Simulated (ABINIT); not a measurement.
## Beyond one shot: SrTiO3 (Tausonite)

Wanted: G0W0 and self-consistent gaps of SrTiO3 (Tausonite), with the cost of the cycles.

Method: LDA and many-body steps on it, plane waves, in ABINIT 10.8.3.

**What was measured.**

- Gap 3.77 eV: direct gap (M0 critical point); spectroscopic ellipsometry, second-derivative fit; 300 K; bulk crystal (commercial single crystal) (“Optical probe of ferroelectric order in bulk and thin film perovskite titanates”, 2013, arxiv:1309.1245).

### 1. Set-up

It takes space group Pm-3m (No. 221, cubic). Conventional cell: a = 3.905 Å, b = 3.905 Å, c = 3.905 Å, α = 90.00°, β = 90.00°, γ = 90.00°. Nearest to Sr lie 12 O at 2.76 Å. Ti has 6 O at 1.95 Å nearest. Nearest to O lie 2 Ti at 1.95 Å and 4 Sr at 2.76 Å. Farther neighbours and most contacts between anions are not listed.

The cell and positions come from the Crystallography Open Database and are kept as given unless a step says otherwise.

### 2. Empty states on the mesh, 4×4×4 mesh, 208 bands

This step: ABINIT 10.8.3; DFT, LDA, plane waves, norm-conserving pseudopotentials.

The sums over transitions need many empty states on a uniform mesh; this step solves for them.

run.abi reads:

```
acell 3*1.0 Angstrom
rprim 
  3.905280000000 0.000000000000 0.000000000000
  0.000000000000 3.905280000000 0.000000000000
  0.000000000000 0.000000000000 3.905280000000
ntypat 3
znucl 38 22 8
natom 5
typat 1 2 3 3 3
xred 
  0.500000000000 0.500000000000 0.500000000000
  0.000000000000 0.000000000000 0.000000000000
  0.500000000000 0.000000000000 0.000000000000
  0.000000000000 0.500000000000 0.000000000000
  0.000000000000 0.000000000000 0.500000000000
pp_dirpath "pseudos"
pseudos "Sr.upf, Ti.upf, O.upf"
ecut 38
ngkpt 4 4 4
nshiftk 1
shiftk 0 0 0
kptopt 1
chksymbreak 0
irdden 1
istwfk *1
nband 208
prtvol 0
optdriver 6
gwr_task "HDIAGO"
paral_kgb 0
occopt 1
indata_prefix "in"
outdata_prefix "out"
tmpdata_prefix "tmp"
```

Launch:

```bash
OMP_NUM_THREADS=1 mpirun -n 4 abinit run.abi > log
```

The log of the run:

```text
.Version 10.8.3 of ABINIT. v10.8.2 released Aug 2026.

 Symmetries : space group Pm -3 m (#221); Bravais cP (primitive cubic)
[... echo of the input left out ...]
== DATASET  1 ==================================================================
-   mpi_nproc: 4, omp_nthreads: 1 (-1 if OMP is not activated)

--- !DatasetInfo
iteration_state: {dtset: 1, }
dimensions: {natom: 5, nkpt: 10, mband: 208, nsppol: 1, nspinor: 1, nspden: 1, mpw: 4632, }
cutoff_energies: {ecut:  38.0, pawecutdg:  -1.0, }
[...]
Indirect band gap semiconductor
 Fundamental gap:     1.808 (eV)
   VBM:     6.556 (eV) at k: [ 5.0000E-01,  5.0000E-01,  5.0000E-01]
   CBM:     8.364 (eV) at k: [ 0.0000E+00,  0.0000E+00,  0.0000E+00]
 Direct gap:         2.166 (eV) at k: [ 0.0000E+00,  0.0000E+00,  0.0000E+00]

== END DATASET(S) ==============================================================
================================================================================

 -outvars: echo values of variables after computation  --------
           etotal      0.0000000000E+00
            nband         208
             nkpt          10
          spgroup         221
 [... the other variables as echoed above ...]

 Calculation completed.
```

Wall time 3.4 min (4 MPI ranks of Arm Neoverse V1, shared host); peak memory 4.6 GiB; 14 min of CPU time.

This step gave:

* gap: 1.808 eV
* k of the valence top: 0.5, 0.5, 0.5
* k of the conduction bottom: 0, 0, 0
* least direct gap: 2.166 eV
* k points computed: 10
* lowest point of the top converged band, above the valence top: 108.0359 eV

On this mesh the gap is 1.808 eV.

The density comes from a self-consistent run that is not shown.

### 3. Screening, 4×4×4 mesh, 200 bands, screening to 179.6 eV

The RPA dielectric matrix is built and inverted for each q.

This step: RPA screening on LDA, plane waves, norm-conserving pseudopotentials.

run.abi, as its differences from that of step 2:

```diff
@@ -23,10 +23,11 @@
 chksymbreak 0
-irdden 1
 istwfk *1
-nband 208
-prtvol 0
-optdriver 6
-gwr_task "HDIAGO"
-paral_kgb 0
 occopt 1
+irdwfk 1
+optdriver 3
+nband 200
+ecuteps 6.6
+inclvkb 2
+awtr 1
+symchi 1
 indata_prefix "in"
```

The log of the run:

```text
.Version 10.8.3 of ABINIT. v10.8.2 released Aug 2026.

 Symmetries : space group Pm -3 m (#221); Bravais cP (primitive cubic)
[... echo of the input left out ...]
== DATASET  1 ==================================================================
-   mpi_nproc: 4, omp_nthreads: 1 (-1 if OMP is not activated)

--- !DatasetInfo
iteration_state: {dtset: 1, }
dimensions: {natom: 5, nkpt: 10, mband: 200, nsppol: 1, nspinor: 1, nspden: 1, mpw: 4632, }
cutoff_energies: {ecut:  38.0, pawecutdg:  -1.0, }
electrons: {nelect:   4.00000000E+01, charge:   0.00000000E+00, occopt:   1.00000000E+00, tsmear:   1.00000000E-02, }

 SCREENING: Calculation of the susceptibility and dielectric matrices

 Based on a program developped by R.W. Godby, V. Olevano, G. Onida, and L. Reining.
 Incorporated in ABINIT by V. Olevano, G.-M. Rignanese, and M. Torrent.
.Using double precision arithmetic ; gwpc =  8

[... cell and pseudopotentials left out ...]
--------------------------------------------------------------------------------

 ==== K-mesh for the wavefunctions ====
 Number of points in the irreducible wedge :    10
[... list of points left out ...]
 Together with 48 symmetry operations and time-reversal symmetry
 yields    64 points in the full Brillouin Zone.

 ==== Q-mesh for the screening function ====
 Number of points in the irreducible wedge :    10
[... list of points left out ...]
 Together with 48 symmetry operations and time-reversal symmetry
 yields    64 points in the full Brillouin Zone.

 setmesh: FFT mesh size selected  =    30x   30x   30
          total number of points  =        27000

 vcoul_init : cutoff-mode = AUXILIARY_FUNCTION
 q-points for optical limit:   1
     1)      0.000010    0.000020    0.000030

- screening: taking advantage of time-reversal symmetry
- Maximum band index for partially occupied states nbvw = 20
- Remaining bands to be divided among processors   nbcw = 180
- Number of bands treated by each node ~45

 Number of electrons calculated from density =   40.0000; Expected =   40.0000
 average of density, n =  0.099519
 r_s =    1.3387
 omega_plasma =   30.4305 [eV]

 calculating chi0 at frequencies [eV] :
  1    0.000000E+00    0.000000E+00
  2    0.000000E+00    3.043050E+01

--------------------------------------------------------------------------------
  q-point number  1        q = ( 0.000000, 0.000000, 0.000000) [r.l.u.]
--------------------------------------------------------------------------------
[... chi0 elements left out ...]
 For q-point:  0.000010 0.000020 0.000030
  dielectric constant =   6.6667
  dielectric constant without local fields =   7.0473

  Average fulfillment of the sum rule on Im[epsilon] for q-point    1 :     75.46  [%]
[... wings left out ...]
  q-point number  2        q = ( 0.250000, 0.000000, 0.000000) [r.l.u.]
--------------------------------------------------------------------------------
[... chi0 elements left out ...]
  Average fulfillment of the sum rule on Im[epsilon] for q-point    2 :     83.18  [%]

 [... 8 further q-points ...]
```

It took 3.7 min on 4 MPI ranks; peak memory 1.7 GiB.

Numbers from this step:

| Item | Value |
| --- | --- |
| ε∞ with local fields, on this mesh, along the program's q direction | 6.667 |
| the same without local fields | 7.047 |
| plasma frequency | 30.43 eV |
| plane waves in the screening matrix | 341 |

Local fields lower ε∞ by 5 %. On a Γ-centred mesh this coarse the value itself is usually too large, while a short band sum pulls it down.

### 4. G0W0

The self-energy is evaluated for the states that the input lists, and the levels follow from it, in one-shot runs by the linearised quasiparticle equation.

This step: G0W0 on LDA, plane waves, norm-conserving pseudopotentials.

run.abi, as its differences from that of step 3:

```diff
@@ -26,8 +26,21 @@
 irdwfk 1
-optdriver 3
+optdriver 4
 nband 200
+gwcalctyp 0
+ecutsigx 38
+symsigma 1
+nkptgw 4
+kptgw 
+  0.5000000000 0.5000000000 0.5000000000
+  0.0000000000 0.0000000000 0.0000000000
+  0.5000000000 0.0000000000 0.0000000000
+  0.5000000000 0.5000000000 0.0000000000
+bdgw 
+  18 23
+  18 23
+  19 23
+  18 22
 ecuteps 6.6
-inclvkb 2
-awtr 1
-symchi 1
+irdscr 1
+ppmodel 1
 indata_prefix "in"
```

The log of the run:

```text
.Version 10.8.3 of ABINIT. v10.8.2 released Aug 2026.

 Symmetries : space group Pm -3 m (#221); Bravais cP (primitive cubic)
[... echo of the input left out ...]
== DATASET  1 ==================================================================
-   mpi_nproc: 4, omp_nthreads: 1 (-1 if OMP is not activated)

--- !DatasetInfo
iteration_state: {dtset: 1, }
dimensions: {natom: 5, nkpt: 10, mband: 200, nsppol: 1, nspinor: 1, nspden: 1, mpw: 4632, }
cutoff_energies: {ecut:  38.0, pawecutdg:  -1.0, }
electrons: {nelect:   4.00000000E+01, charge:   0.00000000E+00, occopt:   1.00000000E+00, tsmear:   1.00000000E-02, }

 SIGMA: Calculation of the GW corrections

 Based on a program developped by R.W. Godby, V. Olevano, G. Onida, and L. Reining.
 Incorporated in ABINIT by V. Olevano, G.-M. Rignanese, and M. Torrent.
.Using double precision arithmetic ; gwpc =  8

[... cell and pseudopotentials left out ...]
--------------------------------------------------------------------------------

 ==== K-mesh for the wavefunctions ====
 Number of points in the irreducible wedge :    10
[... list of points left out ...]
 Together with 48 symmetry operations and time-reversal symmetry
 yields    64 points in the full Brillouin Zone.

 ==== Q-mesh for screening function ====
 Number of points in the irreducible wedge :    10
[... list of points left out ...]
 Together with 48 symmetry operations and time-reversal symmetry
 yields    64 points in the full Brillouin Zone.

 vcoul_init : cutoff-mode = AUXILIARY_FUNCTION
 q-points for optical limit:   1
     1)      0.000010    0.000020    0.000030
 setmesh: FFT mesh size selected  =    45x   45x   45
          total number of points  =        91125

 Number of electrons calculated from density =   40.0000; Expected =   40.0000
 average of density, n =  0.099519
 r_s =    1.3387
 omega_plasma =   30.4305 [eV]

 === KS Band Gaps ===
  >>>> For spin  1
   Minimum direct gap =   2.1661 [eV], located at k-point      :   0.0000  0.0000  0.0000
   Fundamental gap    =   1.8082 [eV], Top of valence bands at :   0.5000  0.5000  0.5000
                                       Bottom of conduction at :   0.0000  0.0000  0.0000
 SIGMA fundamental parameters:
 PLASMON POLE MODEL  1
 number of plane-waves for SigmaX                 4457
 number of plane-waves for SigmaC and W            341
 number of plane-waves for wavefunctions          4457
 number of bands                                   200
 number of independent spin polarizations            1
 number of spinorial components                      1
 number of k-points in IBZ                          10
 number of q-points in IBZ                          10
 number of symmetry operations                      48
 number of k-points in BZ                           64
 number of q-points in BZ                           64
 number of frequencies for dSigma/dE                 9
 frequency step for dSigma/dE [eV]                0.25
 number of omega for Sigma on real axis              0
 max omega for Sigma on real axis  [eV]           0.00
 zcut for avoiding poles [eV]                     0.10

 EPSILON^-1 parameters (SCR file):
 dimension of the eps^-1 matrix on file            341
 dimension of the eps^-1 matrix used               341
 number of plane-waves for wavefunctions          4457
 number of bands                                   200
 number of q-points in IBZ                          10
 number of frequencies                               2
 number of real frequencies                          1
 number of imag frequencies                          1

 matrix elements of self-energy operator (all in [eV])

 Perturbative Calculation

--- !SelfEnergy_ee
iteration_state: {dtset: 1, }
kpoint     : [   0.500,    0.500,    0.500, ]
spin       : 1
KS_gap     :    4.491
QP_gap     :    6.347
Delta_QP_KS:    1.857
data: !SigmaeeData |
     Band     E0 <VxcDFT>   SigX SigC(E0)      Z dSigC/dE  Sig(E)    E-E0       E
       18   6.556 -19.936 -25.068   4.702   0.766  -0.306 -20.266  -0.330   6.227
       19   6.556 -19.936 -25.068   4.702   0.766  -0.306 -20.266  -0.330   6.227
       20   6.556 -19.936 -25.068   4.702   0.766  -0.306 -20.266  -0.330   6.227
       21  11.047 -21.763 -12.923  -6.747   0.730  -0.371 -20.236   1.527  12.574
       22  11.047 -21.763 -12.923  -6.747   0.730  -0.371 -20.236   1.527  12.574
       23  11.047 -21.763 -12.923  -6.747   0.730  -0.371 -20.236   1.527  12.574

--- !SelfEnergy_ee
iteration_state: {dtset: 1, }
kpoint     : [   0.000,    0.000,    0.000, ]
spin       : 1
KS_gap     :    2.166
QP_gap     :    3.947
Delta_QP_KS:    1.781
data: !SigmaeeData |
     Band     E0 <VxcDFT>   SigX SigC(E0)      Z dSigC/dE  Sig(E)    E-E0       E
[...]
--- !SelfEnergy_ee
iteration_state: {dtset: 1, }
kpoint     : [   0.500,    0.000,    0.000, ]
spin       : 1
KS_gap     :    2.721
QP_gap     :    4.582
Delta_QP_KS:    1.861
data: !SigmaeeData |
     Band     E0 <VxcDFT>   SigX SigC(E0)      Z dSigC/dE  Sig(E)    E-E0       E
[...]
--- !SelfEnergy_ee
iteration_state: {dtset: 1, }
kpoint     : [   0.500,    0.500,    0.000, ]
spin       : 1
KS_gap     :    3.893
QP_gap     :    5.729
Delta_QP_KS:    1.837
data: !SigmaeeData |
     Band     E0 <VxcDFT>   SigX SigC(E0)      Z dSigC/dE  Sig(E)    E-E0       E
[...]
20   6.468 -19.751 -24.870   4.681   0.767  -0.304 -20.087  -0.336   6.131
       21  10.360 -21.388 -13.344  -6.032   0.745  -0.342 -19.888   1.500  11.861
       22  10.360 -21.388 -13.344  -6.032   0.745  -0.342 -19.888   1.500  11.861

== END DATASET(S) ==============================================================
================================================================================

 -outvars: echo values of variables after computation  --------
           etotal      0.0000000000E+00
            nband         200
             nkpt          10
          spgroup         221
 [... the other variables as echoed above ...]

 Calculation completed.
```

It took 91 s on 4 MPI ranks; peak memory 1.7 GiB.

Numbers from this step:

* G0W0 gap on the mesh: 3.571 eV
* starting gap on the mesh: 1.808 eV
* k of the valence top: 0.5, 0.5, 0.5
* k of the conduction bottom: 0, 0, 0
* Z at the valence top: 0.766
* Z at the conduction bottom: 0.782
* least direct G0W0 gap on the computed points: 3.947 eV

The gap on the mesh goes from 1.81 eV to 3.57 eV, a correction of +1.76 eV.

### 5. evGW0, cycle 1

This step: evGW0 on LDA, plane waves, norm-conserving pseudopotentials.

run.abi, as its differences from that of step 4:

```diff
@@ -28,16 +28,28 @@
 nband 200
-gwcalctyp 0
+gwcalctyp 10
 ecutsigx 38
 symsigma 1
-nkptgw 4
+nkptgw 10
 kptgw 
+  0.0000000000 0.0000000000 0.0000000000
+  0.2500000000 0.0000000000 0.0000000000
+  0.5000000000 0.0000000000 0.0000000000
+  0.2500000000 0.2500000000 0.0000000000
+  0.5000000000 0.2500000000 0.0000000000
+  0.5000000000 0.5000000000 0.0000000000
+  0.2500000000 0.2500000000 0.2500000000
+  0.5000000000 0.2500000000 0.2500000000
+  0.5000000000 0.5000000000 0.2500000000
   0.5000000000 0.5000000000 0.5000000000
-  0.0000000000 0.0000000000 0.0000000000
-  0.5000000000 0.0000000000 0.0000000000
-  0.5000000000 0.5000000000 0.0000000000
 bdgw 
-  18 23
-  18 23
-  19 23
-  18 22
+  12 31
+  12 31
+  12 31
+  12 31
+  12 31
+  12 31
+  12 31
+  12 31
+  12 31
+  12 31
 ecuteps 6.6
```

The log of the run:

```text
.Version 10.8.3 of ABINIT. v10.8.2 released Aug 2026.

 Symmetries : space group Pm -3 m (#221); Bravais cP (primitive cubic)
[... echo of the input left out ...]
== DATASET  1 ==================================================================
-   mpi_nproc: 4, omp_nthreads: 1 (-1 if OMP is not activated)

--- !DatasetInfo
iteration_state: {dtset: 1, }
dimensions: {natom: 5, nkpt: 10, mband: 200, nsppol: 1, nspinor: 1, nspden: 1, mpw: 4632, }
cutoff_energies: {ecut:  38.0, pawecutdg:  -1.0, }
electrons: {nelect:   4.00000000E+01, charge:   0.00000000E+00, occopt:   1.00000000E+00, tsmear:   1.00000000E-02, }

 SIGMA: Calculation of the GW corrections

 Based on a program developped by R.W. Godby, V. Olevano, G. Onida, and L. Reining.
 Incorporated in ABINIT by V. Olevano, G.-M. Rignanese, and M. Torrent.
.Using double precision arithmetic ; gwpc =  8

[... cell and pseudopotentials left out ...]
--------------------------------------------------------------------------------

 ==== K-mesh for the wavefunctions ====
 Number of points in the irreducible wedge :    10
[... list of points left out ...]
 Together with 48 symmetry operations and time-reversal symmetry
 yields    64 points in the full Brillouin Zone.

 ==== Q-mesh for screening function ====
 Number of points in the irreducible wedge :    10
[... list of points left out ...]
 Together with 48 symmetry operations and time-reversal symmetry
 yields    64 points in the full Brillouin Zone.

 vcoul_init : cutoff-mode = AUXILIARY_FUNCTION
 q-points for optical limit:   1
     1)      0.000010    0.000020    0.000030
 setmesh: FFT mesh size selected  =    45x   45x   45
          total number of points  =        91125

 Number of electrons calculated from density =   40.0000; Expected =   40.0000
[...]
spin       : 1
KS_gap     :    4.134
QP_gap     :    5.979
Delta_QP_KS:    1.845
data: !SigmaeeData |
     Band     E_DFT   <VxcDFT>   E(N-1)  <Hhartree>   SigX  SigC[E(N-1)]    Z     dSigC/dE  Sig[E(N)]  DeltaE  E(N)_pert E(N)_diago
[...]
--- !SelfEnergy_ee
iteration_state: {dtset: 1, }
kpoint     : [   0.500,    0.500,    0.500, ]
spin       : 1
KS_gap     :    4.491
QP_gap     :    6.347
Delta_QP_KS:    1.857
data: !SigmaeeData |
     Band     E_DFT   <VxcDFT>   E(N-1)  <Hhartree>   SigX  SigC[E(N-1)]    Z     dSigC/dE  Sig[E(N)]  DeltaE  E(N)_pert E(N)_diago
[...]
30    16.285   -13.125    16.285    29.409    -6.350    -4.923     0.835    -0.198   -11.579     1.546    17.830    18.136
       31    16.460   -10.509    16.460    26.970    -4.421    -4.928     0.847    -0.181    -9.526     0.983    17.444    18.136

 New Fermi energy :        2.999342E-01 Ha ,    8.161626E+00 eV

 === QP Band Gaps ===
  >>>> For spin  1
   Minimum direct gap =   4.4501 [eV], located at k-point      :   0.0000  0.0000  0.0000
   Fundamental gap    =   4.0716 [eV], Top of valence bands at :   0.5000  0.5000  0.5000
                                       Bottom of conduction at :   0.0000  0.0000  0.0000

 writing QP data on file : out_QPS

 Convergence of QP corrections
 >>>>> For spin  1 <<<<<
.  kptgw no:  1; Maximum DeltaE = (  -0.630   0.000) for band index: 13
.  kptgw no:  2; Maximum DeltaE = (  -0.617   0.000) for band index: 13
.  kptgw no:  3; Maximum DeltaE = (  -0.593   0.000) for band index: 13
[...]
.  kptgw no:  9; Maximum DeltaE = (  -0.431  -0.000) for band index: 17
.  kptgw no: 10; Maximum DeltaE = (  -0.559   0.004) for band index: 16

== END DATASET(S) ==============================================================
================================================================================

 -outvars: echo values of variables after computation  --------
           etotal      0.0000000000E+00
            nband         200
             nkpt          10
          spgroup         221
 [... the other variables as echoed above ...]

 Calculation completed.
```

Wall time 21 min (4 MPI ranks); peak memory 2.4 GiB.

This step gave:

```yaml
quasiparticle_gap_on_the_mesh: 4.071 eV
gap_of_the_density_functional_on_the_mesh: 1.808 eV
k_of_the_valence_top: 0.5, 0.5, 0.5
k_of_the_conduction_bottom: 0, 0, 0
z_at_the_valence_top: 0.766
z_at_the_conduction_bottom: 0.782
least_direct_quasiparticle_gap_on_the_computed_points: 4.450 eV
```

Against G0W0 in ABINIT (4×4×4 mesh, 200 bands, screening to 179.6 eV, Godby-Needs plasmon pole), the gap moves by +0.500 eV. This first cycle still uses the starting levels; it takes the full correction, at all points of the mesh, and its linearised value is 3.571 eV.

(Part 1 of 3 ends here.)

[Paths, hosts, dates, memory and timing lines, banners, echoed tables and standing remarks are left out of the program output.]

[Logs are printed without paths, hosts, clocks, repeated set-up lines and the standing remarks that a program may print on its own settings, such as how far it seeks lower states.]

[Runs of the session that timed out or met a known fault of the program may be left out.]

[Hosts, paths, dates, database ids (printed as entryN), source tags and the programs' standing remarks are cut or masked in the printed files.]

[G0W0 gaps are taken among the corrected bands and points alone; a level outside them can change the order at an edge.]

[Where Ansatz stands beside ABINIT at settings called matched, ABINIT's density can come from a denser mesh and the files from another edition; pairs whose starting gaps differed by over 0.03 eV were left out, so agreement reads better than it is.]
